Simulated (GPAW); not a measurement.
## TiSi2As4 monolayer: work function by functional and basis

Aim: the work function of both faces of TiSi2As4 monolayer, and its spread over functionals and bases.

Method: GPAW, PAW setups; layer in a repeated cell with vacuum, relaxation of atoms and in-plane cell, in the first sound run; inputs show where later runs differ, in GPAW 26.7.0.

### Step 1. The starting structure

The cell holds 7 atoms: 4 As, 2 Si and 1 Ti. Its edges and angles: a = 3.630 Å, b = 3.630 Å, c = 23.095 Å, α = 90.0°, β = 90.0°, γ = 120.0°. Vacuum lies along c.

### Step 2. Relaxing the atoms

Forces are removed first; all later runs use this geometry.

run.py

```python
import json
import numpy as np
from ase import Atoms
from ase.filters import FrechetCellFilter
from ase.optimize import BFGS
from gpaw import GPAW, PW

slab = Atoms(
    ['As', 'Si', 'As', 'Ti', 'As', 'Si', 'As'],
    positions=[
        [0.00000, 0.00000, 7.00000],
        [-0.00000, 2.09578, 7.76197],
        [-0.00000, 2.09578, 9.99197],
        [0.00000, 0.00000, 11.54754],
        [-0.00000, 2.09578, 13.10311],
        [-0.00000, 2.09578, 15.33311],
        [0.00000, 0.00000, 16.09508]],
    cell=[[3.63, 0.0, 0.0], [-1.815, 3.14367, 0.0], [0.0, 0.0, 23.0951]],
    pbc=[True, True, True])

slab.calc = GPAW(mode=PW(600), xc='PBE', kpts={'size': (9, 9, 1), 'gamma': True},
                 occupations={'name': 'fermi-dirac', 'width': 0.05}, nbands='200%',
                 convergence={'density': 1e-05}, maxiter=200,
                 symmetry={'tolerance': 1e-3}, txt='slab.txt')
result = {}
# The in-plane cell is free; stress needs a cell that repeats along all three vectors
path = []
opt = BFGS(FrechetCellFilter(slab, mask=[1, 1, 0, 0, 0, 1]), maxstep=0.2)
opt.attach(lambda: path.append((slab.get_potential_energy(), slab.positions.tolist(), slab.get_forces().tolist())))
result['relaxed'] = bool(opt.run(fmax=0.02, steps=45))
result['path'] = path
result['cell'] = slab.cell.tolist()
print('in-plane lattice', slab.cell.cellpar().round(4)[[0, 1, 5]])
energy = slab.get_potential_energy()
fermi = slab.calc.get_fermi_level()
v = slab.calc.get_electrostatic_potential().mean((0, 1)) - fermi
n = slab.calc.get_pseudo_density().mean((0, 1))
L = slab.cell[2, 2]
z = np.arange(len(v)) * L / len(v)
low, high = slab.positions[:, 2].min(), slab.positions[:, 2].max()
below, above = np.interp([low - 4.8, high + 4.8], z, v)
slopes = [np.interp(x, z, np.gradient(v, z)) for x in (low - 4.8, high + 4.8)]
eps = np.array([[slab.calc.get_eigenvalues(k, s) for k in range(len(slab.calc.get_ibz_k_points()))]
                for s in range(slab.calc.get_number_of_spins())]) - fermi
top, bottom = eps[eps < 0].max(), eps[eps > 0].min()
dipole = slab.get_dipole_moment()[2]
print(f'energy {energy:.4f} eV, Fermi level {fermi:.4f} eV, dipole {dipole:.5f} e A')
print(f'potential 4.8 A off the faces, from the Fermi level: lower {below:.4f} eV, upper {above:.4f} eV')
print(f'slope of the potential there: lower {slopes[0]:.5f}, upper {slopes[1]:.5f} eV/A')
print(f'nearest levels on the mesh: {top:.4f} and {bottom:.4f} eV')
print('magnetic moment', round(slab.get_magnetic_moment(), 3))
result.update(energy=energy, fermi=fermi, dipole=dipole, below=below, above=above, slopes=slopes, edges=[top, bottom],
              z=z.tolist(), v=v.tolist(), n=n.tolist(), positions=slab.positions.tolist(),
              forces=slab.get_forces(apply_constraint=False).tolist(), moments=slab.get_magnetic_moments().tolist())
json.dump(result, open('result.json', 'w'))
```

Run with:

```console
OMP_NUM_THREADS=1 OPENBLAS_NUM_THREADS=1 python run.py
```

Log:

```text
Step          Energy          fmax
BFGS:    0      -36.012372        3.438909
BFGS:    1      -36.550142        2.867963
BFGS:    2      -37.457537        1.017306
BFGS:    3      -37.487027        0.679571
BFGS:    4      -37.540326        0.500894
BFGS:    5      -37.588815        0.517918
BFGS:    6      -37.626573        0.402835
BFGS:    7      -37.640903        0.282844
BFGS:    8      -37.646010        0.134423
BFGS:    9      -37.647755        0.127678
BFGS:   10      -37.648616        0.117159
BFGS:   11      -37.649944        0.101112
BFGS:   12      -37.652020        0.135734
BFGS:   13      -37.654126        0.109790
BFGS:   14      -37.655023        0.044691
BFGS:   15      -37.655256        0.006857
in-plane lattice [  3.7082   3.7082 120.    ]
energy -37.6510 eV, Fermi level 0.7947 eV, dipole -0.00055 e A
potential 4.8 A off the faces, from the Fermi level: lower 5.0588 eV, upper 5.0598 eV
slope of the potential there: lower -0.00046, upper -0.00009 eV/A
nearest levels on the mesh: -0.1457 and 0.0236 eV
magnetic moment 0.0
```

Wall time 30 min (1 thread of Arm Neoverse V1, shared host); peak memory 0.7 GiB.

Numbers from this step:

```yaml
dipole_along_the_normal: -5.51e-4 e·Å
levels_nearest_the_fermi_level_on_the_mesh: -0.1457, 0.02357 eV from the Fermi level
```

The electrostatic potential energy of an electron (without an applied field's), less the Fermi level, planar mean oscillates, so the rows of the table below give means over windows of 1.71 Å about each position, cut where the curve ends. Its maxima inside the range that stand out by 2 % of the span (Å: eV): 7.2: -9.30, 8.9: 2.24, 10.8: -4.35, 12.3: -4.34, 14.2: 2.25, 15.9: -9.30. Its minima: 6.7: -13.8, 7.6: -10.9, 10.1: -12.1, 11.5: -12.0, 13.0: -12.1, 15.5: -10.9, 16.4: -13.8.

The electrostatic potential energy of an electron (without an applied field's), less the Fermi level, planar mean by z; means over each step:

| z (Å) | electrostatic potential energy of an electron (without an applied field's), less the Fermi level, planar mean (eV) |
| --- | --- |
| 0.85 | 5.06 |
| 2.56 | 5.06 |
| 4.28 | 4.92 |
| 5.98 | -3.79 |
| 7.70 | -7.63 |
| 9.41 | -3.34 |
| 11.12 | -8.14 |
| 12.82 | -7.18 |
| 14.54 | -1.72 |
| 16.25 | -10.1 |
| 17.96 | 3.49 |
| 19.66 | 5.05 |
| 21.38 | 5.06 |

Table of pseudo valence density, planar mean by z:

| z (Å) | pseudo valence density, planar mean (e/Å³) |
| --- | --- |
| 3.0 | 7.7e-5 |
| 3.5 | 3.2e-4 |
| 4.0 | 0.00128 |
| 4.5 | 0.00523 |
| 5.0 | 0.0212 |
| 5.5 | 0.0798 |
| 6.0 | 0.223 |
| 6.5 | 0.179 |
| 7.0 | 0.364 |
| 7.5 | 0.281 |
| 8.0 | 0.179 |
| 8.5 | 0.136 |
| 9.0 | 0.135 |
| 9.5 | 0.224 |
| 10.0 | 0.171 |
| 10.5 | 0.319 |
| 11.0 | 0.458 |
| 11.5 | 1.01 |
| 12.0 | 0.546 |
| 12.5 | 0.333 |
| 13.0 | 0.166 |
| 13.5 | 0.238 |
| 14.0 | 0.145 |
| 14.5 | 0.130 |
| 15.0 | 0.171 |
| 15.5 | 0.249 |
| 16.0 | 0.373 |
| 16.5 | 0.191 |
| 17.0 | 0.240 |
| 17.5 | 0.101 |
| 18.0 | 0.0275 |
| 18.5 | 0.00675 |
| 19.0 | 0.00164 |
| 19.5 | 4.0e-4 |
| 20.0 | 9.9e-5 |

The relaxation lowered the energy of the cell by 1.64 eV (energies extrapolated to zero smearing; the optimiser's log prints free energies). The largest force left on a free atom is 0.0069 eV/Å.

### Step 3. Plane waves, PBE

With the geometry fixed, the planar mean of the potential gives the vacuum level on each side.

This step: GPAW, PAW setups; slab in vacuum (GPAW 26.7.0).

The cell differs from the one that the last finished run ended in (c 23.095 → 23.899 Å).

Changes to run.py since step 2:

```diff
@@ -3,4 +3,2 @@
 from ase import Atoms
-from ase.filters import FrechetCellFilter
-from ase.optimize import BFGS
 from gpaw import GPAW, PW
@@ -10,25 +8,18 @@
     positions=[
-        [0.00000, 0.00000, 7.00000],
-        [-0.00000, 2.09578, 7.76197],
-        [-0.00000, 2.09578, 9.99197],
-        [0.00000, 0.00000, 11.54754],
-        [-0.00000, 2.09578, 13.10311],
-        [-0.00000, 2.09578, 15.33311],
-        [0.00000, 0.00000, 16.09508]],
-    cell=[[3.63, 0.0, 0.0], [-1.815, 3.14367, 0.0], [0.0, 0.0, 23.0951]],
-    pbc=[True, True, True])
+        [-0.00000, 0.00000, 7.00000],
+        [-0.00000, 2.14091, 8.09619],
+        [-0.00000, 2.14091, 10.46831],
+        [-0.00000, 0.00000, 11.94961],
+        [-0.00000, 2.14091, 13.43092],
+        [-0.00000, 2.14091, 15.80303],
+        [-0.00000, 0.00000, 16.89923]],
+    cell=[[3.70817, -0.0, 0.0], [-1.85408, 3.21137, 0.0], [0.0, 0.0, 23.8992]],
+    pbc=[True, True, False])
 
-slab.calc = GPAW(mode=PW(600), xc='PBE', kpts={'size': (9, 9, 1), 'gamma': True},
+slab.calc = GPAW(mode=PW(400), xc='PBE', kpts={'size': (9, 9, 1), 'gamma': True},
                  occupations={'name': 'fermi-dirac', 'width': 0.05}, nbands='200%',
                  convergence={'density': 1e-05}, maxiter=200,
+                 poissonsolver={'dipolelayer': 'xy'},
                  symmetry={'tolerance': 1e-3}, txt='slab.txt')
 result = {}
-# The in-plane cell is free; stress needs a cell that repeats along all three vectors
-path = []
-opt = BFGS(FrechetCellFilter(slab, mask=[1, 1, 0, 0, 0, 1]), maxstep=0.2)
-opt.attach(lambda: path.append((slab.get_potential_energy(), slab.positions.tolist(), slab.get_forces().tolist())))
-result['relaxed'] = bool(opt.run(fmax=0.02, steps=45))
-result['path'] = path
-result['cell'] = slab.cell.tolist()
-print('in-plane lattice', slab.cell.cellpar().round(4)[[0, 1, 5]])
 energy = slab.get_potential_energy()
```

Log:

```text
energy -37.5887 eV, Fermi level 0.5996 eV, dipole 0.00041 e A
potential 4.8 A off the faces, from the Fermi level: lower 5.0621 eV, upper 5.0538 eV
slope of the potential there: lower -0.00016, upper 0.00016 eV/A
nearest levels on the mesh: -0.1466 and 0.0228 eV
magnetic moment 0.0
```

Run time: 85 s. Hardware: 1 thread; peak memory 0.25 GiB.

This step gave:

| Item | Value |
| --- | --- |
| dipole along the normal | 4.11e-4 e·Å |
| levels nearest the Fermi level on the mesh | -0.1466, 0.02281 eV from the Fermi level |
| upper work function | 5.054 eV |
| lower work function | 5.062 eV |

Electrostatic potential energy of an electron (without an applied field's), less the Fermi level, planar mean against z:

z (Å), electrostatic potential energy of an electron (without an applied field's), less the Fermi level, planar mean (eV) and a bar from the least value:
```
      0.0        5.1 ##############################
      0.5        5.1 ##############################
      1.0        5.1 ##############################
      1.5        5.1 ##############################
      2.0        5.1 ##############################
      2.5        5.1 ##############################
      3.0        5.1 ##############################
      3.5        5.1 ##############################
      4.0        5.1 ##############################
      4.5        5.0 ##############################
      5.0        4.9 ##############################
      5.5        4.4 #############################
      6.0        2.5 ##########################
      6.5       -4.2 ###############
      7.0      -13.6 
      7.5       -9.7 ######
      8.0      -10.8 ####
      8.5       -5.3 #############
      9.0        1.1 ########################
      9.5        1.8 #########################
     10.0       -4.4 ###############
     10.5      -11.9 ###
     11.0       -5.5 #############
     11.5       -6.8 ###########
     12.0      -11.8 ###
     12.5       -5.5 #############
     13.0       -6.8 ###########
     13.5      -11.6 ###
     14.0       -2.5 ##################
     14.5        2.1 #########################
     15.0        0.3 ######################
     15.5       -7.1 ###########
     16.0      -10.5 #####
     16.5      -10.6 #####
     17.0      -12.7 #
     17.5       -2.2 ##################
     18.0        3.1 ###########################
     18.5        4.6 #############################
     19.0        4.9 ##############################
     19.5        5.0 ##############################
     20.0        5.0 ##############################
     20.5        5.1 ##############################
     21.0        5.1 ##############################
     21.5        5.1 ##############################
     22.0        5.1 ##############################
     22.5        5.1 ##############################
     23.0        5.1 ##############################
     23.5        5.1 ##############################
```

The pseudo valence density, planar mean oscillates, so the rows of the table below give means over windows of 1 Å about each position, cut where the curve ends. Its maxima inside the range that stand out by 2 % of the span (Å: e/Å³): 6.6: 0.250, 7.5: 0.379, 10.0: 0.242, 11.9: 1.04, 13.9: 0.242, 16.4: 0.379, 17.3: 0.250. Its minima: 7.0: 0.189, 9.2: 0.124, 10.5: 0.160, 13.4: 0.160, 14.7: 0.124, 16.9: 0.189.

Pseudo valence density, planar mean against z; means over each step:

z (Å), pseudo valence density, planar mean (e/Å³) and a bar:
```
        3       0.00 
        4       0.00 
        5       0.01 
        6       0.12 ####
        7       0.25 ##########
        8       0.26 ##########
        9       0.14 #####
       10       0.20 ########
       11       0.33 #############
       12       0.78 ##############################
       13       0.30 ############
       14       0.19 #######
       15       0.14 ######
       16       0.28 ###########
       17       0.24 #########
       18       0.10 ####
       19       0.01 
       20       0.00 
       21       0.00
```

The potential is flat to 1.6e-4 eV/Å where it is read, so the vacuum is wide enough.

### Step 4. Self-consistent run: xc = "LDA"

The same geometry under LDA, to see how far the functional moves the levels against the vacuum.

Changes to run.py since step 3:

```diff
@@ -18,3 +18,3 @@
 
-slab.calc = GPAW(mode=PW(400), xc='PBE', kpts={'size': (9, 9, 1), 'gamma': True},
+slab.calc = GPAW(mode=PW(400), xc='LDA', kpts={'size': (9, 9, 1), 'gamma': True},
                  occupations={'name': 'fermi-dirac', 'width': 0.05}, nbands='200%',
```

Log:

```text
energy -42.0319 eV, Fermi level 0.3008 eV, dipole 0.00041 e A
potential 4.8 A off the faces, from the Fermi level: lower 5.3433 eV, upper 5.3349 eV
slope of the potential there: lower -0.00014, upper 0.00014 eV/A
nearest levels on the mesh: -0.0988 and 0.0220 eV
magnetic moment 0.0
```

Run time: 83 s. Hardware: 1 thread; peak memory 0.25 GiB.

This step gave:

| Item | Value |
| --- | --- |
| dipole along the normal | 4.10e-4 e·Å |
| levels nearest the Fermi level on the mesh | -0.09885, 0.02205 eV from the Fermi level |
| upper work function | 5.335 eV |
| lower work function | 5.343 eV |

The electrostatic potential energy of an electron (without an applied field's), less the Fermi level, planar mean oscillates, so the rows of the table below give means over windows of 1 Å about each position, cut where the curve ends. Its maxima inside the range that stand out by 2 % of the span (Å: eV): 7.6: -9.02, 9.3: 2.53, 11.2: -3.99, 12.7: -3.99, 14.6: 2.53, 16.3: -9.03. Its minima: 7.0: -13.5, 8.0: -10.6, 10.5: -11.7, 11.9: -11.7, 13.4: -11.7, 15.9: -10.6, 16.9: -13.6.

The electrostatic potential energy of an electron (without an applied field's), less the Fermi level, planar mean by z; means over each step:

z (Å), electrostatic potential energy of an electron (without an applied field's), less the Fermi level, planar mean (eV) and a bar from the least value:
```
        0        5.3 ##############################
        1        5.3 ##############################
        2        5.3 ##############################
        3        5.3 ##############################
        4        5.3 ##############################
        5        5.1 ##############################
        6        2.0 ########################
        7      -10.6 
        8       -9.1 ###
        9        0.4 #####################
       10       -4.5 ###########
       11       -6.7 #######
       12       -9.2 ###
       13       -7.3 ######
       14       -3.2 ##############
       15       -0.4 ###################
       16       -9.5 ##
       17       -9.9 #
       18        2.8 #########################
       19        5.2 ##############################
       20        5.3 ##############################
       21        5.3 ##############################
       22        5.3 ##############################
       23        5.3 ##############################
```

The pseudo valence density, planar mean by z:

| z (Å) | pseudo valence density, planar mean (e/Å³) |
| --- | --- |
| 0.00 | -5.0e-6 |
| 0.64 | 5.0e-6 |
| 1.28 | -4.9e-6 |
| 1.92 | 6.2e-6 |
| 2.56 | 0 |
| 3.20 | 4.4e-5 |
| 3.84 | 2.4e-4 |
| 4.48 | 0.00154 |
| 5.12 | 0.00949 |
| 5.76 | 0.0547 |
| 6.40 | 0.224 |
| 7.04 | 0.188 |
| 7.68 | 0.358 |
| 8.32 | 0.184 |
| 8.96 | 0.131 |
| 9.60 | 0.161 |
| 10.24 | 0.203 |
| 10.88 | 0.321 |
| 11.52 | 0.570 |
| 12.16 | 0.869 |
| 12.80 | 0.339 |
| 13.44 | 0.159 |
| 14.08 | 0.210 |
| 14.72 | 0.123 |
| 15.36 | 0.169 |
| 16.00 | 0.283 |
| 16.64 | 0.301 |
| 17.28 | 0.251 |
| 17.92 | 0.0939 |
| 18.56 | 0.0173 |
| 19.20 | 0.00283 |
| 19.84 | 4.6e-4 |
| 20.48 | 6.6e-5 |
| 21.13 | 1.7e-5 |
| 21.77 | -3.3e-6 |
| 22.41 | 5.4e-6 |
| 23.05 | -4.9e-6 |
| 23.69 | 5.0e-6 |

Force by atom:

| atom | x (eV/Å) | y (eV/Å) | z (eV/Å) | size |
| --- | --- | --- | --- | --- |
| As1 | 0.000 | 0.000 | 0.346 | 0.346 |
| Si2 | 0.000 | 0.000 | -0.019 | 0.019 |
| As3 | 0.000 | 0.000 | 0.203 | 0.203 |
| Ti4 | 0.000 | 0.000 | 0.000 | 0.000 |
| As5 | 0.000 | 0.000 | -0.203 | 0.203 |
| Si6 | 0.000 | 0.000 | 0.019 | 0.019 |
| As7 | 0.000 | 0.000 | -0.346 | 0.346 |

The upper face's work function is 5.335 eV, against 5.054 eV in the first plane-wave PBE run at this geometry.

### Step 5. Self-consistent run: xc = "vdW-DF2"

The same geometry under vdW-DF2, to see how far the functional moves the levels against the vacuum (the van der Waals functionals take revPBE setups).

Changes to run.py since step 4:

```diff
@@ -18,3 +18,3 @@
 
-slab.calc = GPAW(mode=PW(400), xc='LDA', kpts={'size': (9, 9, 1), 'gamma': True},
+slab.calc = GPAW(mode=PW(400), xc='vdW-DF2', kpts={'size': (9, 9, 1), 'gamma': True},
                  occupations={'name': 'fermi-dirac', 'width': 0.05}, nbands='200%',
```

Log:

```text
energy -381.2547 eV, Fermi level 0.4859 eV, dipole 0.00041 e A
potential 4.8 A off the faces, from the Fermi level: lower 5.3910 eV, upper 5.3827 eV
slope of the potential there: lower -0.00146, upper 0.00146 eV/A
nearest levels on the mesh: -0.0836 and 0.1382 eV
magnetic moment 0.0
```

Wall time 2.2 min (1 thread); peak memory 0.43 GiB.

Numbers from this step:

```
dipole along the normal                    : 4.13e-4 e·Å
levels nearest the Fermi level on the mesh : -0.08364, 0.1382 eV from the Fermi level
upper work function                        : 5.383 eV
lower work function                        : 5.391 eV
```

The electrostatic potential energy of an electron (without an applied field's), less the Fermi level, planar mean oscillates, so the rows of the table below give means over windows of 1 Å about each position, cut where the curve ends. Its maxima inside the range that stand out by 2 % of the span (Å: eV): 7.6: -9.29, 9.3: 2.03, 11.2: -4.43, 12.7: -4.43, 14.6: 2.03, 16.3: -9.29. Its minima: 7.0: -13.9, 8.0: -10.9, 10.5: -12.1, 11.9: -12.2, 13.4: -12.1, 15.9: -10.9, 16.9: -13.9.

Electrostatic potential energy of an electron (without an applied field's), less the Fermi level, planar mean against z; means over each step:

z (Å), electrostatic potential energy of an electron (without an applied field's), less the Fermi level, planar mean (eV) and a bar from the least value:
```
        0        5.4 ##############################
        1        5.4 ##############################
        2        5.4 ##############################
        3        5.4 ##############################
        4        5.4 ##############################
        5        5.1 ##############################
        6        1.8 #######################
        7      -10.9 
        8       -9.4 ###
        9        0.0 ####################
       10       -5.0 ###########
       11       -7.1 #######
       12       -9.7 ##
       13       -7.7 ######
       14       -3.6 #############
       15       -0.8 ###################
       16       -9.8 ##
       17      -10.2 #
       18        2.6 #########################
       19        5.2 ##############################
       20        5.4 ##############################
       21        5.4 ##############################
       22        5.4 ##############################
       23        5.4 ##############################
```

The upper face's work function is 5.383 eV, against 5.054 eV in the first plane-wave PBE run at this geometry.

### Step 6. OptPBE vdW: xc = "optPBE-vdW"

The same geometry under optPBE-vdW, to see how far the functional moves the levels against the vacuum (the van der Waals functionals take revPBE setups).

Changes to run.py since step 5:

```diff
@@ -18,3 +18,3 @@
 
-slab.calc = GPAW(mode=PW(400), xc='vdW-DF2', kpts={'size': (9, 9, 1), 'gamma': True},
+slab.calc = GPAW(mode=PW(400), xc='optPBE-vdW', kpts={'size': (9, 9, 1), 'gamma': True},
                  occupations={'name': 'fermi-dirac', 'width': 0.05}, nbands='200%',
```

Log:

```text
energy -102.0805 eV, Fermi level 0.5017 eV, dipole 0.00041 e A
potential 4.8 A off the faces, from the Fermi level: lower 5.2667 eV, upper 5.2584 eV
slope of the potential there: lower -0.00023, upper 0.00023 eV/A
nearest levels on the mesh: -0.0310 and 0.0934 eV
magnetic moment 0.0
```

The job ended after 96 s (1 thread; peak memory 0.43 GiB).

This step gave:

| Quantity | Value |
| --- | --- |
| dipole along the normal | 4.12e-4 e·Å |
| levels nearest the Fermi level on the mesh | -0.03099, 0.09341 eV from the Fermi level |
| upper work function | 5.258 eV |
| lower work function | 5.267 eV |

The upper face's work function is 5.258 eV, against 5.054 eV in the first plane-wave PBE run at this geometry.

(Continued in part 2 of 2.)

[Logs are printed without paths, hosts, clocks, repeated set-up lines and the standing remarks that a program may print on its own settings, such as how far it seeks lower states.]

[Hosts, paths, dates, database ids (printed as entryN), source tags and the programs' standing remarks are cut or masked in the printed files.]
